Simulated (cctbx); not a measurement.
# What is wrong with this refinement?

Cell a = 9.9140 Å, b = 9.9140 Å, c = 9.9140 Å, α = 90.00°, β = 90.00°, γ = 90.00°; space group Pn-3 (no. 201, origin choice 1).

Simulated single-crystal data (cctbx): Mo Kα, λ = 0.71073 Å, to d = 0.77 Å, 80 % of the full sphere, strongest reflection 40000 counts, noise from counting, a 3 % proportional error and a noise floor of 8 counts (s.d.); no absorption.

An anisotropic refinement with weights 1/σ² prints:

```text
Rint 0.031, 380 unique reflections to 0.77 A
cycle     R1     wR2    GooF  max shift (A)
   1  0.3981  0.7180  28.041   0.04520
   7  0.1579  0.3742  14.612   0.00033
final R1 0.1579 wR2 0.3742 GooF 14.612  parameters 17  data/parameter 22.4
atom        x        y        z      Ueq    occ   su(xyz)  su(Uiso or U11)
W1     0.75000  0.75000  0.25000   0.0015  1.000  0.00000  0.0014
Ba1    0.25000  0.25000  0.75000  -0.0153  1.000  0.00000  0.0012  NPD
Lu1    0.00000  0.50000  0.50000   0.0149  1.000  0.00000  0.0031
Ba2    0.00000  0.00000  0.00000  -0.0009  1.000  0.00000  0.0021  NPD
S1     0.00384  0.73534  0.75589   0.0295  1.000  0.00201  0.0094  NPD
difference map: max 37.10 min -7.20 rms 2.12
Q1    0.2500  0.2500  0.7500    4   39.59  0.00 A from Ba1
Q2    0.2500  0.2500  0.2500    4   31.34  0.00 A from W1
Q3    0.0091  0.2579  0.2445   24   12.87  0.08 A from S1
Q4    0.0369  0.0369  0.0369    8    6.62  0.63 A from Ba2
Q5    0.0801  0.0846  0.7512   24    2.88  1.85 A from S1
Q6    0.1231  0.2833  0.2547   24    2.75  1.20 A from S1
```

Q: Accept it or mend it, and why?

Mend it. The fault: elements exchanged: Lu1 is Ba and Ba1 is Lu. Against the right model at the same level, R1 goes from 0.0129 to 0.1579 and GooF from 0.95 to 14.61, U of Ba2 shrinks from 0.0067 to -0.0009 Å², U of Ba1 shrinks from 0.0032 to -0.0153 Å², U of W1 shrinks from 0.0057 to 0.0015 Å², U of Lu1 swells from 0.0040 to 0.0149 Å², the top difference peak, 39.6 e/Å³, lies on Ba1 and Ba1, Ba2 and S1 go non-positive-definite. Lu1 has 15 electrons too many and its U swells to shed them, as expected; Ba1 has 15 electrons too few and its U shrinks to make up, as expected.

The compound is Ba2LuWS6. The right model at the same level gives:

```text
Rint 0.031, 380 unique reflections to 0.77 A
cycle     R1     wR2    GooF  max shift (A)
   1  0.0272  0.0504   1.969   0.00409
   2  0.0129  0.0243   0.950   0.00000
final R1 0.0129 wR2 0.0243 GooF 0.950  parameters 17  data/parameter 22.4
atom        x        y        z      Ueq    occ   su(xyz)  su(Uiso or U11)
W1     0.75000  0.75000  0.25000   0.0057  1.000  0.00000  0.0001
Lu1    0.25000  0.25000  0.75000   0.0032  1.000  0.00000  0.0001
Ba1    0.00000  0.50000  0.50000   0.0040  1.000  0.00000  0.0002
Ba2    0.00000  0.00000  0.00000   0.0067  1.000  0.00000  0.0001
S1     0.01150  0.73604  0.75640   0.0108  1.000  0.00009  0.0003
difference map: max 0.99 min -1.27 rms 0.26
Q1    0.0268  0.1387  0.7045   24    1.06  1.40 A from S1
Q2    0.0346  0.0733  0.2141   24    0.94  1.93 A from S1
Q3    0.1963  0.1963  0.1963    8    0.94  0.92 A from W1
Q4    0.0256  0.1054  0.5794   24    0.81  1.33 A from Ba1
Q5    0.0323  0.2578  0.4585   24    0.79  2.04 A from S1
Q6    0.1232  0.2544  0.3077   24    0.77  1.28 A from S1
```

The model is made up (kin elements in a known structure type, no relaxation), so it says nothing on whether the phase exists.

[Middle refinement cycles are left out of these outputs.]

[Logs are printed without paths, hosts, clocks, repeated set-up lines and the standing remarks that a program may print on its own settings, such as how far it seeks lower states.]
